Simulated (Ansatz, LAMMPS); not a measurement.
# A frame of liquid (Cs,Li,Na)Cl from 1300 K (98 atoms): geometry optimisation

How does a frame of liquid (Cs,Li,Na)Cl from 1300 K (98 atoms) relax, and what do bonds, charges and levels look like afterwards?

Calculated with Ansatz 0.2.0; Kohn-Sham DFT, PBE, PAW (set soft_2), plane waves.

### Step 1. The starting structure

The cell holds 98 atoms: 15 Cs, 21 Li, 13 Na and 49 Cl. Cell: a = 15.265 Å, b = 15.265 Å, c = 15.265 Å, α = 90.0°, β = 90.0°, γ = 90.0°. 98 atoms (15 Cs, 21 Li, 13 Na, 49 Cl) placed at random at 1.95 g/cm³, melted at 1800 K for 10 ps at fixed volume with the Lennard-Jones and Coulomb ion parameters for SPC/E (Joung and Cheatham, J. Phys. Chem. B 112, 9020 (2008)), full charges. Snapshot at the end of a hold of 20 ps at 1300 K and fixed volume.

Limits known from the start: The network of bonds at the start is that of the classical potential that made the cell. The ion parameters were fitted for water, not for melts, so the starting structure of this cell may lie well off the real melt's. Only the Γ point is sampled, in a cell whose shortest periodic width is 15 Å. No spin–orbit coupling is included, so levels derived from the heavy atoms are approximate.

### Step 2. Making the structure

A classical potential supplies the starting structure, since it reaches far longer times than DFT.

This step: classical MD, Lennard-Jones and Coulomb ion parameters for SPC/E (Joung and Cheatham, J. Phys. Chem. B 112, 9020 (2008)), full charges (LAMMPS 22 Jul 2025 - Update 4).

The input, in.lmp:

```
# melt-quench of Cs15Li21Na13Cl49
units metal
atom_style charge
boundary p p p
region box block 0 15.2653 0 15.2653 0 15.2653
create_box 4 box
mass 1 132.9055   # Cs
mass 2 6.9400   # Li
mass 3 22.9898   # Na
mass 4 35.4500   # Cl
create_atoms 1 random 15 343008 NULL overlap 2.2 maxtry 2000
create_atoms 2 random 21 343015 NULL overlap 2.2 maxtry 2000
create_atoms 3 random 13 343022 NULL overlap 2.2 maxtry 2000
create_atoms 4 random 49 343029 NULL overlap 2.2 maxtry 2000
pair_style lj/cut/coul/long 9.0
pair_modify mix arithmetic tail yes
pair_coeff 1 1 0.003897 3.6010   # Cs
pair_coeff 2 2 0.014602 1.4094   # Li
pair_coeff 3 3 0.015292 2.1595   # Na
pair_coeff 4 4 0.000554 4.8305   # Cl
set type 1 charge 1
set type 2 charge 1
set type 3 charge 1
set type 4 charge -1
kspace_style pppm 1.0e-4
neigh_modify delay 0 every 1 check yes
thermo_style custom step time temp pe press density
thermo_modify norm yes
timestep 0.002
thermo 100
min_style cg
minimize 1e-4 1e-4 200 2000
reset_timestep 0
velocity all create 1800 343009 mom yes dist gaussian
# [... 14 lines left out ...]
compute msd all msd com yes
thermo 2500
fix md all nvt temp 1300 1300 0.2
run 10000 post no
print "== T1300: mean square displacement over the hold $(c_msd[4]:%.2f) A^2"
unfix md
uncompute msd
write_dump all custom T1300.dump id type xs ys zs modify sort id
```

Started as:

```sh
$ lmp -in in.lmp -log none -nocite
```

Numbers of over 12 decimals in the logs are rounded to 6 here.

Output:

```text
LAMMPS (22 Jul 2025 - Update 4)
Created orthogonal box = (0 0 0) to (15.2653 15.2653 15.2653)
Created 15 atoms
Created 21 atoms
Created 13 atoms
Created 49 atoms
PPPM initialization ...
  G vector (1/distance) = 0.3052827
  grid = 10 10 10
  estimated relative force accuracy = 8.23063e-05
   Step          Time           Temp          PotEng         Press         Density
         0   0              0              0.25037137     353471.46      1.9490118
        95   0.19           0             -3.9368861     -4701.3761      1.9490118
Loop time of 0.0283386 s on 1 MPI rank(s) for 95 steps with 98 atoms
Minimization stats:
  Stopping criterion = energy tolerance
[... 18 lines left out ...]
Loop time of 1.07624 s on 1 MPI rank(s) for 5000 steps with 98 atoms
   Step          Time           Temp          PotEng         Press         Density
[... 5 lines left out ...]
Loop time of 0.53477 s on 1 MPI rank(s) for 2500 steps with 98 atoms
   Step          Time           Temp          PotEng         Press         Density
[... 2 lines left out ...]
     12500   25             1238.698      -3.7476783      1595.3884      1.9490118
     15000   30             1338.5119     -3.7345467      8088.5858      1.9490118
     17500   35             1314.2645     -3.7432404      4256.5811      1.9490118
     18500   37             1175.456      -3.7617546      2755.4538      1.9490118
Loop time of 2.10587 s on 1 MPI rank(s) for 10000 steps with 98 atoms
== T1300: mean square displacement over the hold 76.28 A^2
```

Elapsed: 4.1 s, on 1 thread of Arm Neoverse V2, shared host; peak memory 0.069 GiB.

### Step 3. Single point at the start

A single point comes first, to see the forces before anything moves.

The input, input.yaml:

```yaml
crystal:
  lattice:
    - [15.2653, 0.0, 0.0]
    - [0.0, 15.2653, 0.0]
    - [0.0, 0.0, 15.2653]
  atoms:
    - { symbol: Cs, position: [0.70122, 0.40354, 0.92467] }
    - { symbol: Cs, position: [0.33844, 0.49406, 0.37712] }
    - { symbol: Cs, position: [0.56836, 0.63196, 0.53415] }
    - { symbol: Cs, position: [0.44002, 0.17007, 0.07065] }
    - { symbol: Cs, position: [0.13114, 0.97044, 0.44402] }
    - { symbol: Cs, position: [0.54202, 0.5822, 0.83017] }
    - { symbol: Cs, position: [0.27207, 0.22987, 0.31169] }
    - { symbol: Cs, position: [0.14419, 0.53316, 0.8428] }
    - { symbol: Cs, position: [0.67086, 0.0146, 0.27853] }
    - { symbol: Cs, position: [0.62449, 0.31457, 0.34544] }
    - { symbol: Cs, position: [0.48214, 0.8493, 0.06842] }
    - { symbol: Cs, position: [0.0997, 0.80722, 0.67832] }
    - { symbol: Cs, position: [0.79396, 0.12802, 0.1069] }
    - { symbol: Cs, position: [0.07859, 0.20998, 0.68798] }
    - { symbol: Cs, position: [0.33657, 0.45974, 0.02645] }
    - { symbol: Li, position: [0.90039, 0.95884, 0.86564] }
    - { symbol: Li, position: [0.04261, 0.08923, 0.23518] }
    - { symbol: Li, position: [0.32624, 0.18571, 0.58559] }
    - { symbol: Li, position: [0.83083, 0.64935, 0.78102] }
    - { symbol: Li, position: [0.30623, 0.08594, 0.78569] }
    - { symbol: Li, position: [0.09006, 0.64552, 0.39194] }
    - { symbol: Li, position: [0.81212, 0.56269, 0.07119] }
    - { symbol: Li, position: [0.13898, 0.07543, 0.00128] }
    - { symbol: Li, position: [0.54086, 0.11488, 0.51193] }
    - { symbol: Li, position: [0.38392, 0.99054, 0.27012] }
    - { symbol: Li, position: [0.89597, 0.88736, 0.16181] }
    - { symbol: Li, position: [0.36521, 0.77983, 0.75536] }
    - { symbol: Li, position: [0.66814, 0.93205, 0.81868] }
    - { symbol: Li, position: [0.81392, 0.03336, 0.60818] }
    - { symbol: Li, position: [0.17475, 0.90471, 0.16687] }
    - { symbol: Li, position: [0.8233, 0.55534, 0.26938] }
    - { symbol: Li, position: [0.92091, 0.94033, 0.41398] }
    - { symbol: Li, position: [0.47844, 0.34878, 0.74684] }
    - { symbol: Li, position: [0.93921, 0.31754, 0.254] }
    - { symbol: Li, position: [0.91194, 0.5502, 0.58852] }
    - { symbol: Li, position: [0.0643, 0.47234, 0.0875] }
    - { symbol: Na, position: [0.58492, 0.15445, 0.74446] }
    - { symbol: Na, position: [0.28922, 0.6865, 0.15475] }
    - { symbol: Na, position: [0.2851, 0.60646, 0.63036] }
    - { symbol: Na, position: [0.44148, 0.90237, 0.61898] }
    - { symbol: Na, position: [0.11388, 0.85348, 0.93315] }
    - { symbol: Na, position: [0.09748, 0.39438, 0.42858] }
    - { symbol: Na, position: [0.77286, 0.39359, 0.58896] }
    - { symbol: Na, position: [0.82595, 0.71424, 0.52953] }
    - { symbol: Na, position: [0.86675, 0.2092, 0.47015] }
    - { symbol: Na, position: [0.35082, 0.76241, 0.39113] }
    - { symbol: Na, position: [0.58996, 0.61771, 0.21259] }
    - { symbol: Na, position: [0.99529, 0.23605, 0.92737] }
    - { symbol: Na, position: [0.76132, 0.76747, 0.01814] }
    - { symbol: Cl, position: [0.14428, 0.41547, 0.22085] }
    - { symbol: Cl, position: [0.64948, 0.4991, 0.09325] }
    - { symbol: Cl, position: [0.37249, 0.82088, 0.22909] }
    - { symbol: Cl, position: [0.94107, 0.56952, 0.42688] }
    - { symbol: Cl, position: [0.90688, 0.4559, 0.17554] }
    - { symbol: Cl, position: [0.8535, 0.55407, 0.92415] }
    - { symbol: Cl, position: [0.50683, 0.74202, 0.70256] }
    - { symbol: Cl, position: [0.42349, 0.21311, 0.44768] }
    - { symbol: Cl, position: [0.85612, 0.03363, 0.29737] }
    - { symbol: Cl, position: [0.706, 0.51544, 0.37334] }
    - { symbol: Cl, position: [0.61923, 0.33191, 0.66746] }
    - { symbol: Cl, position: [0.23111, 0.65152, 0.33327] }
    - { symbol: Cl, position: [0.48736, 0.98028, 0.46937] }
    - { symbol: Cl, position: [0.00186, 0.11596, 0.07407] }
    - { symbol: Cl, position: [0.31117, 0.77246, 0.6022] }
    - { symbol: Cl, position: [0.79792, 0.01272, 0.76927] }
    - { symbol: Cl, position: [0.03398, 0.91453, 0.22805] }
    - { symbol: Cl, position: [0.52177, 0.99293, 0.79672] }
    - { symbol: Cl, position: [0.24062, 0.70726, 0.81434] }
    - { symbol: Cl, position: [0.22817, 0.16796, 0.90789] }
    - { symbol: Cl, position: [0.47973, 0.63756, 0.35741] }
    - { symbol: Cl, position: [0.26791, 0.04266, 0.62324] }
    - { symbol: Cl, position: [0.39195, 0.49537, 0.7518] }
    - { symbol: Cl, position: [0.3865, 0.20806, 0.72303] }
    - { symbol: Cl, position: [0.40525, 0.3656, 0.21682] }
    - { symbol: Cl, position: [0.50397, 0.02394, 0.17745] }
    - { symbol: Cl, position: [0.17608, 0.60046, 0.02659] }
    - { symbol: Cl, position: [0.76985, 0.67931, 0.17436] }
    - { symbol: Cl, position: [0.03222, 0.78646, 0.47494] }
    [... 14 atom lines left out ...]
    - { symbol: Cl, position: [0.91451, 0.86094, 0.996] }
    - { symbol: Cl, position: [0.21168, 0.29954, 0.53728] }
    - { symbol: Cl, position: [0.74024, 0.76188, 0.84097] }
    - { symbol: Cl, position: [0.0601, 0.22698, 0.28232] }
    - { symbol: Cl, position: [0.78264, 0.90035, 0.48309] }
    - { symbol: Cl, position: [0.96542, 0.06408, 0.54381] }
kpoints:
  mp_grid: { grid: [1, 1, 1] }
hamiltonian:
  xc: pbe
scf:
  occupations: { method: gaussian, width: 0.05 }
output:
  forces: true
  stress: true
  populations: true
  dos:
    method: { smearing: { sigma: 0.1 } }
    de: 0.1
    projected: { site_lists: { Cl: [Cl], Cs: [Cs], Li: [Li], Na: [Na] } }
  eigenvalues: true
```

Started as:

```sh
$ ansatz run input.yaml --threads 4 --pin off --max-ram 8192MiB --backend cpu --events-out ev --progress --plain --runs-dir out
```

Output:

```text
Engine: ansatz 0.2.0, aarch64-unknown-linux-gnu
Pseudopotentials: kind: paw
Pseudopotential: Cs, paw, valence charge 9, recommended cutoff 420 eV (normal), Cs.paw.azcp
Pseudopotential: Li, paw, valence charge 3, recommended cutoff 420 eV (normal), Li.paw.azcp
Pseudopotential: Na, paw, valence charge 9, recommended cutoff 420 eV (normal), Na.paw.azcp
Pseudopotential: Cl, paw, valence charge 7, recommended cutoff 420 eV (normal), Cl.paw.azcp
[... 5 lines on functional and potentials left out ...]
Crystal: 98 atoms, lattice volume = 3557.263 Å³
Basis set: ecut = 420 eV, 69599 PW (Γ), exchange–correlation on 216×216×216 points (8 copies of the dense FFT grid, shifted against one another)
Bands: 427, of which v1, the nominal top of the filled ones, is band 329 counted from 1 (328 counted from 0)
Symmetry: 1 space group operations
Space group: P1 (ITA 1), of the structure as read, at distance tolerance 1.5e-4 Å
k-points: 1
[... 9 lines on functional and potentials left out ...]
Initial density: superposition of atomic densities (neutral atoms: chi_scale 0, normalization atom), corrected by the library's trained network
Initial wavefunctions: pseudopotential atomic-orbital guess
Functional: x = pbe(κ = 0.804, μ = 0.219515), c = pbe(β = 0.066725)
SCF iter   1: F=—  HF=-161741.321214 eV  |F-HF|=—  |Δ(HF+E_count)|=         —  Δρ=8.82e-4  dr2=1.03e-1  ethr=1.77e-3  ⟨swp⟩=7.0  Hψ=1719  notcnv=0  defer=71
preconditioner: auto → Resta (q_TF=auto, 2.059 Å⁻¹)  ε∞=2.6  [insulator: Δε(μ)=2.781 eV  Ē_g=10.751 eV  σ=0.050 eV  W_gap=1.00  n_scr=514 (ndim 8)  ℏωp=13.7 eV  f_vac=0.232  D(μ)=0.00/eV (n_scr^D=0)  ε∞_Penn≈2.6]
SCF iter   2: F=—  HF=-161741.255836 eV  |F-HF|=—  |Δ(HF+E_count)|=   6.54e-2  Δρ=4.00e-4  dr2=2.35e-2  ethr=1.57e-5  ⟨swp⟩=2.0  Hψ=775  notcnv=0  defer=89
SCF iter   3: F=—  HF=-161741.252907 eV  |F-HF|=—  |Δ(HF+E_count)|=   2.93e-3  Δρ=1.73e-4  dr2=3.48e-3  ethr=3.58e-6  ⟨swp⟩=2.0  Hψ=530  notcnv=0  defer=89
SCF iter   4: F=—  HF=-161741.252814 eV  |F-HF|=—  |Δ(HF+E_count)|=   9.27e-5  Δρ=6.45e-5  dr2=3.16e-4  ethr=5.28e-7  ⟨swp⟩=2.0  Hψ=661  notcnv=0  defer=89
SCF iter   5: F=—  HF=-161741.252894 eV  |F-HF|=—  |Δ(HF+E_count)|=   7.99e-5  Δρ=2.16e-5  dr2=2.80e-5  ethr=4.80e-8  ⟨swp⟩=2.0  Hψ=658  notcnv=0  defer=89
SCF iter   6: F=—  HF=-161741.255635 eV  |F-HF|=—  |Δ(HF+E_count)|=   2.74e-3  Δρ=6.36e-6  dr2=2.06e-6  ethr=4.26e-9  ⟨swp⟩=2.0  Hψ=750  notcnv=0  defer=92
SCF iter   7: F=—  HF=-161741.255637 eV  |F-HF|=—  |Δ(HF+E_count)|=   1.48e-6  Δρ=1.67e-6  dr2=1.78e-7  ethr=3.13e-10  ⟨swp⟩=2.0  Hψ=658  notcnv=0  defer=92
SCF iter   8: F=-161741.255637 eV  HF=-161741.255637 eV  |F-HF|=6.40e-10  |Δ(HF+E_count)|=   1.43e-7  Δρ=6.07e-7  dr2=1.91e-8  ethr=1.52e-11  ⟨swp⟩=20.0  Hψ=2811  notcnv=0
SCF 1 converged in 8 iterations: F = -161741.255637 eV  dr2 = 1.91e-8
  greatest PAW one-centre occupation: 1.000 electrons in one spin orbital (limit 2), on the Li atom at site 33 (counted from 0), in its partial waves of l = 0
SCF converged after 8 iterations
Free energy (F): -161741.255637 eV
Harris-Foulkes:  -161741.255637 eV  (|F-HF|=6.40e-10)
Internal energy: -161741.255637 eV  (E = F + TS)
E sigma→0 (E₀):  -161741.255637 eV
Fermi energy:    1.995360 eV
--- Per-component energies (eV) ---
  E_band       = -7802.718512
  E_kinetic    = 12067.057386
  E_local      = -46728.840094  (includes V_loc(G=0)·N_el)
  E_nonlocal   = 2642.475122
  E_hartree    = 17004.618633
  E_xc         = -8620.267556
  E_vxc        = -8846.527252  (∫ρ·V_xc dr)
  E_paw        = -112170.862089  (= ΣΔE_a)
  E_vpaw       = -946.123415  (= ΣTr[D̂ρ^β])
  E_aug_tail   = 0.004228  (compensation charges beyond the density's cutoff)
  E_ewald      = -25935.441267
  E_smearing   = -0.000000  (= −TS)
  E_closure    = -0.000000  (closes the sum)
  Σ components = -161741.255637   (vs F -161741.255637, Δ=0.00e0)
--- Forces (eV/Å), atoms counted from 1 ---
  atom   1  Cs     0.34680634    -0.37102651    -0.40532902
  atom   2  Cs    -0.07444364    -1.25911942     0.17427663
  atom   3  Cs     0.55395731    -0.29481648     0.27685881
  atom   4  Cs    -0.53873290     1.11285191    -0.91717114
  atom   5  Cs     0.35508911     0.11171452     0.40400863
  atom   6  Cs     0.88747694     0.45185738     0.82257496
  atom   7  Cs    -0.30381228     0.52687464    -0.09365188
  atom   8  Cs    -0.46322537    -0.61832181    -0.54805738
  atom   9  Cs    -0.71299615    -0.38640272     1.26749198
  atom  10  Cs    -0.89699673     0.37194840     0.07405134
  atom  11  Cs     0.45723067    -0.04640133    -0.94092025
  atom  12  Cs     0.05870039     0.38108485    -0.12662047
  atom  13  Cs     0.00278335    -0.03168445     0.07113923
  atom  14  Cs     0.22433083    -0.13514500    -0.07251973
[...]
atom  97  Cl     0.38761070    -0.42292885     0.22374243
  atom  98  Cl    -0.49093313    -0.02059924    -0.03938177
  max |Σ_I F_I| component: 1.91e-5 eV/Å
--- Stress (GPa, compression-positive) ---
       -0.179446       0.314870       0.255632
        0.314870       0.054139      -0.063287
        0.255632      -0.063287      -0.645739
  P = ⅓ Tr σ = -0.2570 GPa (-2.570 kbar)
--- Band table (eV) ---
  k-point 0: bands = ["-51.4277", "-51.2658", "-50.9401", "-50.9009", [... 411 levels ...], "7.1304", "7.1571", "7.1796", "7.2287", "7.2504", "7.2627", "7.2874", "7.2958", "7.3258", "7.3692", "7.3919", "7.4094"]
--- Löwdin populations: 98 sites ---
  site symbol       q [e]
     0     Cs      8.1560
     1     Cs      8.1615
     2     Cs      8.1403
[...]
97     Cl      7.6932
  spilling = 0.004721 (of n_electrons = 658.000000)
```

Wall time 67 s (4 threads of Arm Neoverse V2, shared host); peak memory 4.3 GiB.

Reading the cycles: dr2 is the Hartree energy of the density residual (eV), the measure of convergence; HF is the Harris–Foulkes estimate of the energy, which meets the free energy F at convergence.

The run gave:

| Quantity | Value |
| --- | --- |
| free energy | -161741.2556 eV |
| free energy per atom | -1650.4210 eV/atom |
| SCF cycles | 8 |
| pressure | -0.257 GPa |
| r.m.s. force component | 0.3804 eV/Å |
| longest force | 1.834 eV/Å |
| Fermi energy | 1.995 eV |
| gap (highest filled to lowest empty level) | 2.777 eV |
| spilling of the projection | 0.004721 |

The r.m.s. force component of 0.38 eV/Å and the pressure of -0.26 GPa set the starting point.

Length of the force by element:

| element | coordination | atoms | mean length of the force (eV/Å) | spread | least | most |
| --- | --- | --- | --- | --- | --- | --- |
| Cl | all | 49 | 0.572 | 0.330 | 0.112 | 1.83 |
| Cs | all | 15 | 0.832 | 0.426 | 0.0779 | 1.54 |
| Li | all | 21 | 0.490 | 0.158 | 0.295 | 0.789 |
| Na | all | 13 | 0.408 | 0.157 | 0.0839 | 0.649 |

(Continued in part 2 of 3.)

[Logs are printed without paths, hosts, clocks, repeated set-up lines and the standing remarks that a program may print on its own settings, such as how far it seeks lower states.]

[Hosts, paths, dates, database ids (printed as entryN), source tags and the programs' standing remarks are cut or masked in the printed files.]
